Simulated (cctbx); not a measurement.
# Symmetry from intensities

Cell: a = 4.2770 Å, b = 6.7480 Å, c = 12.7320 Å, α = 90.00°, β = 90.00°, γ = 90.00°. Expected content of the cell: Yb4 Cd2 Fe2 S10.

The data are simulated with cctbx, not measured: Cu Kα, λ = 1.54184 Å, to d = 0.83 Å, 70 % of the full sphere, strongest reflection 5000 counts, noise from counting, a 1.5 % proportional error and a noise floor of 2 counts (s.d.); no absorption.

A first pass over the reflections prints:

```text
1871 reflections to d = 0.831 A
centring   violations  <I/sigma> of those
    A        375 of   925      7.7
    B        365 of   913      7.3
    C        390 of   924      7.5
    I          0 of   915      0.0
    R        528 of  1274      7.9
    F        565 of  1381      7.5
Laue class    unique    Rint  (classes that these axes allow; Friedel mates merged)
I 1 2/m 1         361   0.028
I 1 1 2/m         349   0.028
I 2/m 1 1         375   0.027
I m m m           216   0.031
space group    extra absences  I>4sigma  <I/sigma>
I 2 2 2                 0          0         -  acentric
I 21 21 21              0          0         -  acentric
I m m 2                 0          0         -  acentric
I 2 m m                 0          0         -  acentric
I m 2 m                 0          0         -  acentric
I m m m                 0          0         -  centric
Wilson B = 0.61 A^2   <|E^2-1|> = 0.752 (0.968 centric, 0.736 acentric)   E^2>4: 0.5 %
shell (A)         n   <I/sigma>
 6.37 - 1.65     35     37.3
 1.65 - 1.32     28     32.3
 1.32 - 1.15     26     33.0
 1.15 - 1.05     27     24.0
 1.05 - 0.97     22     31.2
 0.97 - 0.91     28     26.4
 0.91 - 0.87     22     20.4
 0.87 - 0.83     28     26.3
```

Q: Read the symmetry from these tables.

The reflections that I centring forbids are absent (⟨I/σ⟩ near 0), so the lattice is I.

Rint stays low (0.027 to 0.031) up to I m m m, the highest class in these axes.

6 settings pass the absence test. No glide or screw absences show, which leaves I 2 2 2, I 21 21 21, I m m 2, I 2 m m, I m 2 m and I m m m.

⟨|E²−1|⟩ = 0.752 leans to a non-centrosymmetric structure. Here that hint misleads: the statistic assumes many like atoms on general positions, and few, heavy or special-position atoms break it. The Wilson B of 0.61 Å² means U ≈ 0.0077 Å².

The true group is Immm (no. 71), Laue class mmm, centrosymmetric. The tables only narrow the choice to the tied entries; cell content, site symmetry and trial solutions must settle it.

The model was made for the exercise: a known structure type with other elements put in, its volume estimated, not relaxed; displacement parameters are assumed.

[Logs are printed without paths, hosts, clocks, repeated set-up lines and the standing remarks that a program may print on its own settings, such as how far it seeks lower states.]
